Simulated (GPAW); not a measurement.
# Mg2H2O3 (P-3m1): G0W0 on several meshes in GPAW

How does the mesh move the gap of Mg2H2O3 (P-3m1)?

Method: LDA and many-body steps on it, plane waves, in GPAW 26.7.0.

**1. Starting point**

It takes space group P-3m1 (No. 164, trigonal). The conventional cell has a = 3.085 Å, b = 3.085 Å, c = 7.710 Å, α = 90.00°, β = 90.00°, γ = 120.00°. Nearest to Mg lie 6 O at 2.10 to 2.17 Å. H has 1 O at 0.99 Å nearest. Nearest to O lie 1 H at 0.99 Å and 3 Mg at 2.10 Å. O has 6 Mg at 2.17 Å nearest. Farther neighbours and most contacts between anions are not listed.

Coordinates:

```cif
data_structure
_symmetry_space_group_name_H-M 'P 1'
_symmetry_Int_Tables_number 1
_cell_length_a 3.0850
_cell_length_b 3.0850
_cell_length_c 7.7100
_cell_angle_alpha 90.000
_cell_angle_beta 90.000
_cell_angle_gamma 120.000
_cell_volume 63.55
loop_
_atom_site_label
_atom_site_type_symbol
_atom_site_fract_x
_atom_site_fract_y
_atom_site_fract_z
_atom_site_occupancy
Mg1 Mg 0.66667 0.33333 0.83990 1
Mg2 Mg 0.33333 0.66667 0.16010 1
H3 H 0.33333 0.66667 0.56660 1
H4 H 0.66667 0.33333 0.43340 1
O5 O 0.33333 0.66667 0.69490 1
O6 O 0.66667 0.33333 0.30510 1
O7 O 0.00000 0.00000 0.00000 1
```

The cell and positions come from the Crystallography Open Database and are kept as given unless a step says otherwise.

**2. Empty states on the mesh, 3×3×2 mesh, 418 bands**

This step: GPAW 26.7.0; DFT, LDA, plane waves, PAW.

The sums over transitions need many empty states on a uniform mesh; this step solves for them.

File run.py:

```python
import json
import numpy as np
from gpaw.mpi import world
from gpaw import GPAW

calc = GPAW('gs.gpw').fixed_density(kpts={'size': (3, 3, 2), 'gamma': True},
    parallel={'domain': 1, 'band': 1},
    txt='nscf.txt')
calc.diagonalize_full_hamiltonian(nbands=418)
calc.write('full.gpw', mode='all')
res = {}
kpts = calc.get_ibz_k_points()
res['kpts'] = kpts
res['eigenvalues'] = [calc.get_eigenvalues(kpt=k) for k in range(len(kpts))]
res['n_electrons'] = calc.get_number_of_electrons()

if world.rank == 0:
    with open('result.json', 'w') as f:
        json.dump(res, f, default=lambda x: x.tolist())
```

Command:

```console
> mpirun -n 4 gpaw python run.py
```

Numbers of over 12 decimals in the logs are rounded to 6 here.

What it wrote:

```text
Diagonalizing LCAO Hamiltonian
Converting LCAO to pw mode
convergence criteria:
- Maximum integral of absolute [eigenst]ate change: 4e-08 eV^2 / valence electron
maximum number of iterations: 100

SCF iterations
|iter     |     time |      energy | eigst |  dens |
|iter:   1|  |             | +0.92 |       |
|iter:   2|  |             | -0.25 |       |
|iter:   3|  |             | -1.55 |       |
|iter:   4|  |             | -3.15 |       |
|iter:   5|  |             | -4.02 |       |
|iter:   6|  |             | -5.56 |       |
|iter:   7|  |             | -6.50 |       |
|iter:   8|  |             | -7.82c|       |
SCF steps: 8
  __  _  _
 | _ |_)|_||  |
 |__||  | ||/\| - 26.7.0

Input parameters:
  mode=PW(ecut=600.0),
  convergence={'density': 1e-06, 'bands': -3},
  gpts=array([18, 18, 45]),
  kpts=MonkhorstPack(size=(3, 3, 2), gamma=True),
  maxiter=100,
  nbands=29,
  occupations=Occupations(name='fermi-dirac', width=0.001, fixmagmom=False),
  parallel={'domain': 1, 'band': 1},
  xc=XC(name='LDA')
Matrix size: 2107x2107
# Writing to full.gpw (mode='all')
  [... matrices ...]

timing:  # [seconds]
  Total: 20.309  # ━━━━━━━━━━━━━━━━━━━━━━━━━━━━━━━━━━━━━━━━━━━━━━━━━━━━━━━━━━
```

Elapsed: 25 s, on 4 MPI ranks of Arm Neoverse V1, shared host; peak memory 1.9 GiB; 1.7 min of CPU time.

This step gave:

| Item | Value |
| --- | --- |
| gap | 3.470 eV |
| k of the valence top | 0, 0, 0 |
| k of the conduction bottom | 0, 0, 0 |
| least direct gap | 3.470 eV |
| k points computed | 6 |
| lowest point of the top converged band, above the valence top | 185.4174 eV |

On this mesh the gap is 3.470 eV.

**3. 3×3×2**

G0W0 replaces the xc potential by the self-energy, built once from these orbitals. Only a window of levels is corrected, while the sums run over the empty bands that the input names.

This step: G0W0 on LDA, plane waves, PAW.

File run.py:

```python
import json
import numpy as np
from gpaw.mpi import world
from gpaw.response.g0w0 import G0W0

gw = G0W0('full.gpw',
    filename='gw',
    kpts=[0],
    bands=(18, 22),
    ecut=120,
    nbands=189,
    integrate_gamma='WS',
    ppa=True)
gw.calculate()
res = {mode: {k: v for k, v in r.items() if k != 'sigma_eskwn'}
       for mode, r in gw.all_results.items()}

if world.rank == 0:
    with open('result.json', 'w') as f:
        json.dump(res, f, default=lambda x: x.tolist())
```

Command:

```console
> mpirun -n 4 gpaw python run.py
```

What it wrote:

```text
Using integrator: PointIntegrator
FrequencyGridDescriptor(from 0.000+0.000j to 0.000+27.211j eV, 2 points)
Nonperiodic BCs:  [False False False]
Using integrator: PointIntegrator
FrequencyGridDescriptor(from 0.000+0.000j to 0.000+27.211j eV, 2 points)
Nonperiodic BCs:  [False False False]
  ___  _ _ _
 |   || | | |
 | | || | | |
 |__ ||_____|
 |___|

BZ k-points: Symmetries present (total): 12

  [... matrices ...]
18 k-points: 3 x 3 x 2 Monkhorst-Pack grid + [0.000000,0.000000,1/4]
6 k-points in the irreducible part of the Brillouin zone
       k-points in crystal coordinates                weights
   0:     0.00000000    0.00000000    0.00000000          1/18
   1:     0.00000000    0.00000000    0.50000000          1/18
   2:     0.33333333    0.00000000    0.00000000          6/18
   3:     0.33333333    0.00000000    0.50000000          6/18
   4:     0.33333333    0.33333333    0.00000000          2/18
   5:     0.33333333    0.33333333    0.50000000          2/18

Distributing spins, k-points and bands (1 x 1 x 4) over 4 processes
Number of blocks: 1

Quasi particle states:
k-points (IBZ indices): [0]
Band range: (18, 22)
  [... matrices ...]
Computational parameters:
Plane wave cut-off: 120 eV
Number of bands: 189
Coulomb cutoff: None
Broadening: 0.1 eV

fxc modes: GW
Kernel: RPA
Using Godby-Needs plasmon-pole approximation:
  Fitting energy: i*E0, E0 = 1.000 Hartree
Summing all q:

Calculating screened Coulomb potential
No Coulomb truncation
FrequencyGridDescriptor(from 0.000+0.000j to 0.000+27.211j eV, 2 points)
Removing empty qpoint cache files...

Calculating chi0 body with:
    Ground state adapter containing:
    Number of spins: 1
    Number of kpoints: 18
    Number of irreducible kpoints: 6
    Number of completely occupied states: 20
    Number of partially occupied states: 20
    Occupied states memory: 4.449462890625 M / cpu

    Linear response parametrization:
    q_c: [0.0, 0.0, 0.0]
    Number of frequency points: 2
    Planewave cutoff: 120.0
    Number of bands: 189
    Number of planewaves: 187
    Broadening (eta): 1e-06
    comm.size: 4
    kncomm.size: 4
    blockcomm.size: 1

    Memory estimate of potentially large arrays:
        chi0_wGG: 1.067169 M / cpu
Integrating chi0 body.

Symmetries of q_c:
    Direct symmetries (Uq -> q): 12
    Indirect symmetries (TUq -> q): 0
In total 12 allowed symmetries.

  [... matrices ...]
6 groups of equivalent kpoints. 66.666667% reduction.

Integral kind: response function
Integrating chi0 head and wings.

Symmetries of q_c:
    Direct symmetries (Uq -> q): 12
    Indirect symmetries (TUq -> q): 0
In total 12 allowed symmetries.

  [... matrices ...]
6 groups of equivalent kpoints. 66.666667% reduction.

Integral kind: response function wings

Calculating chi0 body with:
    Ground state adapter containing:
    Number of spins: 1
    Number of kpoints: 18
    Number of irreducible kpoints: 6
    Number of completely occupied states: 20
    Number of partially occupied states: 20
    Occupied states memory: 4.449462890625 M / cpu

[... the further q-points ...]

Results:
f:      Occupation numbers
eps:     KS-eigenvalues [eV]
vxc:     KS vxc [eV]
exx:     Exact exchange [eV]
sigma:   Self-energies [eV]
dsigma:  Self-energy derivatives
Z:       Renormalization factors
qp:      QP-energies [eV]

k-point 0 (0): (0.000, 0.000, 0.000)                GW
band       f     eps     vxc     exx   sigma  dsigma       Z      qp
                                                                   GW
  18   1.000   1.774 -20.857 -26.386   4.075  -0.258   0.795   0.618
  19   1.000   1.774 -20.857 -26.386   4.075  -0.258   0.795   0.618
  20   0.000   5.244 -12.866  -7.899  -3.246  -0.171   0.854   6.714
  21   0.000   8.257 -14.137  -8.447  -3.664  -0.184   0.845   9.968
```

Elapsed: 26 s, on 4 MPI ranks; peak memory 1.3 GiB; 1.8 min of CPU time.

This step gave:

```
G0W0 gap on the points computed              : 6.096 eV
least direct G0W0 gap on the computed points : 6.096 eV
Z at the valence top                         : 0.7951
Z at the conduction bottom                   : 0.8539
starting gap on the mesh                     : 3.470 eV
k of the valence top                         : 0, 0, 0
k of the conduction bottom                   : 0, 0, 0
```

The gap on the mesh goes from 3.47 eV to 6.10 eV, a correction of +2.63 eV.

**4. Empty states on the mesh, 3×3×1 mesh, 199 bands**

This step: DFT, LDA, plane waves, PAW.

File run.py:

```python
import json
import numpy as np
from gpaw.mpi import world
from gpaw import GPAW

calc = GPAW('gs.gpw').fixed_density(kpts={'size': (3, 3, 1), 'gamma': True},
    parallel={'domain': 1, 'band': 1},
    txt='nscf.txt')
calc.diagonalize_full_hamiltonian(nbands=199)
calc.write('full.gpw', mode='all')
res = {}
kpts = calc.get_ibz_k_points()
res['kpts'] = kpts
res['eigenvalues'] = [calc.get_eigenvalues(kpt=k) for k in range(len(kpts))]
res['n_electrons'] = calc.get_number_of_electrons()

if world.rank == 0:
    with open('result.json', 'w') as f:
        json.dump(res, f, default=lambda x: x.tolist())
```

Command:

```console
> mpirun -n 3 gpaw python run.py
```

What it wrote:

```text
Diagonalizing LCAO Hamiltonian
Converting LCAO to pw mode
convergence criteria:
- Maximum integral of absolute [eigenst]ate change: 4e-08 eV^2 / valence electron
maximum number of iterations: 100

SCF iterations
|iter     |     time |      energy | eigst |  dens |
|iter:   1|  |             | +0.93 |       |
|iter:   2|  |             | -0.27 |       |
|iter:   3|  |             | -1.50 |       |
|iter:   4|  |             | -3.31 |       |
|iter:   5|  |             | -4.51 |       |
|iter:   6|  |             | -6.09 |       |
|iter:   7|  |             | -7.15 |       |
|iter:   8|  |             | -8.15c|       |
SCF steps: 8
  __  _  _
 | _ |_)|_||  |
 |__||  | ||/\| - 26.7.0

Input parameters:
  mode=PW(ecut=600.0),
  convergence={'density': 1e-06, 'bands': -3},
  gpts=array([18, 18, 45]),
  kpts=MonkhorstPack(size=(3, 3, 1), gamma=True),
  maxiter=100,
  nbands=29,
  occupations=Occupations(name='fermi-dirac', width=0.001, fixmagmom=False),
  parallel={'domain': 1, 'band': 1},
  xc=XC(name='LDA')
Matrix size: 2107x2107
# Writing to full.gpw (mode='all')
  [... matrices ...]

timing:  # [seconds]
  Total: 9.583  # ━━━━━━━━━━━━━━━━━━━━━━━━━━━━━━━━━━━━━━━━━━━━━━━━━━━━━━━━━━━
```

Run time: 13 s. Hardware: 3 MPI ranks; peak memory 1.4 GiB; 40 s of CPU time.

This step gave:

```
gap                                                           : 3.470 eV
k of the valence top                                          : 0, 0, 0
k of the conduction bottom                                    : 0, 0, 0
least direct gap                                              : 3.470 eV
k points computed                                             : 3
lowest point of the top converged band, above the valence top : 108.5717 eV
```

On this mesh the gap is 3.470 eV.

**5. 3×3×1**

This step: G0W0 on LDA, plane waves, PAW.

File run.py:

```python
import json
import numpy as np
from gpaw.mpi import world
from gpaw.response.g0w0 import G0W0

gw = G0W0('full.gpw',
    filename='gw',
    kpts=[0],
    bands=(18, 22),
    ecut=120,
    nbands=189,
    integrate_gamma='WS',
    ppa=True)
gw.calculate()
res = {mode: {k: v for k, v in r.items() if k != 'sigma_eskwn'}
       for mode, r in gw.all_results.items()}

if world.rank == 0:
    with open('result.json', 'w') as f:
        json.dump(res, f, default=lambda x: x.tolist())
```

Command:

```console
> mpirun -n 4 gpaw python run.py
```

What it wrote:

```text
Using integrator: PointIntegrator
FrequencyGridDescriptor(from 0.000+0.000j to 0.000+27.211j eV, 2 points)
Nonperiodic BCs:  [False False False]
Using integrator: PointIntegrator
FrequencyGridDescriptor(from 0.000+0.000j to 0.000+27.211j eV, 2 points)
Nonperiodic BCs:  [False False False]
  ___  _ _ _
 |   || | | |
 | | || | | |
 |__ ||_____|
 |___|

BZ k-points: Symmetries present (total): 12

  [... matrices ...]
9 k-points: 3 x 3 x 1 Monkhorst-Pack grid
3 k-points in the irreducible part of the Brillouin zone
       k-points in crystal coordinates                weights
   0:     0.00000000    0.00000000    0.00000000          1/9
   1:     0.33333333    0.00000000    0.00000000          6/9
   2:     0.33333333    0.33333333    0.00000000          2/9

Distributing spins, k-points and bands (1 x 1 x 4) over 4 processes
Number of blocks: 1

Quasi particle states:
k-points (IBZ indices): [0]
Band range: (18, 22)
  [... matrices ...]
Computational parameters:
Plane wave cut-off: 120 eV
Number of bands: 189
Coulomb cutoff: None
Broadening: 0.1 eV

fxc modes: GW
Kernel: RPA
Using Godby-Needs plasmon-pole approximation:
  Fitting energy: i*E0, E0 = 1.000 Hartree
Summing all q:

Calculating screened Coulomb potential
No Coulomb truncation
FrequencyGridDescriptor(from 0.000+0.000j to 0.000+27.211j eV, 2 points)
Removing empty qpoint cache files...

Calculating chi0 body with:
    Ground state adapter containing:
    Number of spins: 1
    Number of kpoints: 9
    Number of irreducible kpoints: 3
    Number of completely occupied states: 20
    Number of partially occupied states: 20
    Occupied states memory: 4.449462890625 M / cpu

    Linear response parametrization:
    q_c: [0.0, 0.0, 0.0]
    Number of frequency points: 2
    Planewave cutoff: 120.0
    Number of bands: 189
    Number of planewaves: 187
    Broadening (eta): 1e-06
    comm.size: 4
    kncomm.size: 4
    blockcomm.size: 1

    Memory estimate of potentially large arrays:
        chi0_wGG: 1.067169 M / cpu
Integrating chi0 body.

Symmetries of q_c:
    Direct symmetries (Uq -> q): 12
    Indirect symmetries (TUq -> q): 0
In total 12 allowed symmetries.

  [... matrices ...]
3 groups of equivalent kpoints. 66.666667% reduction.

Integral kind: response function
Integrating chi0 head and wings.

Symmetries of q_c:
    Direct symmetries (Uq -> q): 12
    Indirect symmetries (TUq -> q): 0
In total 12 allowed symmetries.

  [... matrices ...]
3 groups of equivalent kpoints. 66.666667% reduction.

Integral kind: response function wings

Calculating chi0 body with:
    Ground state adapter containing:
    Number of spins: 1
    Number of kpoints: 9
    Number of irreducible kpoints: 3
    Number of completely occupied states: 20
    Number of partially occupied states: 20
    Occupied states memory: 4.449462890625 M / cpu

[... the further q-points ...]

Results:
f:      Occupation numbers
eps:     KS-eigenvalues [eV]
vxc:     KS vxc [eV]
exx:     Exact exchange [eV]
sigma:   Self-energies [eV]
dsigma:  Self-energy derivatives
Z:       Renormalization factors
qp:      QP-energies [eV]

k-point 0 (0): (0.000, 0.000, 0.000)                GW
band       f     eps     vxc     exx   sigma  dsigma       Z      qp
                                                                   GW
  18   1.000   1.774 -20.857 -26.380   4.114  -0.262   0.793   0.657
  19   1.000   1.774 -20.857 -26.380   4.114  -0.262   0.793   0.657
  20   0.000   5.244 -12.866  -7.824  -3.327  -0.175   0.851   6.703
  21   0.000   8.257 -14.137  -8.454  -3.693  -0.187   0.842   9.934
```

Elapsed: 12 s, on 4 MPI ranks; peak memory 1.1 GiB.

This step gave:

* G0W0 gap on the points computed: 6.046 eV
* least direct G0W0 gap on the computed points: 6.046 eV
* Z at the valence top: 0.7927
* Z at the conduction bottom: 0.8513
* starting gap on the mesh: 3.470 eV
* k of the valence top: 0, 0, 0
* k of the conduction bottom: 0, 0, 0

Against G0W0 in GPAW (3×3×2 mesh, 189 bands, screening to 120 eV, Godby-Needs plasmon pole), the gap moves by −0.050 eV.

**6. The runs together**

Times are wall times on 4 MPI ranks of Arm Neoverse V1, shared host, good to a factor of about two.

```csv
run,mesh,bands,screening cutoff (eV),DFT gap (eV),gap on the mesh (eV),direct (eV),time
3×3×2,3×3×2,189,120,3.470,6.096,6.096,26 s
3×3×1,3×3×1,189,120,3.470,6.046,6.046,12 s
```

**7. Summary of results**

```yaml
3x3x2: 6.096 eV
3x3x1: 6.046 eV
known_limits: not at the basis limit; coarse k mesh
```

3×3×1: −0.050 eV against 3×3×2. Bands and cutoff are finite, so the gap is not at the basis limit. The miss can reach some tenths of an eV and take either sign; the mesh is an error of its own. These stock PAW sets were not made for GW. In the G0W0 runs levels were corrected at 1 k point alone, so a gap called «on the mesh» is the least over those, and an edge elsewhere would be missed. The 3×3×2 mesh is coarse for this cell, which bears on the long-range parts of exchange and screening. Mesh or cutoff lie under what a gap needs, so these runs test behaviour and cost; their gaps are not to be quoted.

[Paths, hosts, dates, memory and timing lines, banners, echoed tables and standing remarks are left out of the program output.]

[Logs are printed without paths, hosts, clocks, repeated set-up lines and the standing remarks that a program may print on its own settings, such as how far it seeks lower states.]

[Runs of the session that timed out or met a known fault of the program may be left out.]

[Hosts, paths, dates, database ids (printed as entryN), source tags and the programs' standing remarks are cut or masked in the printed files.]
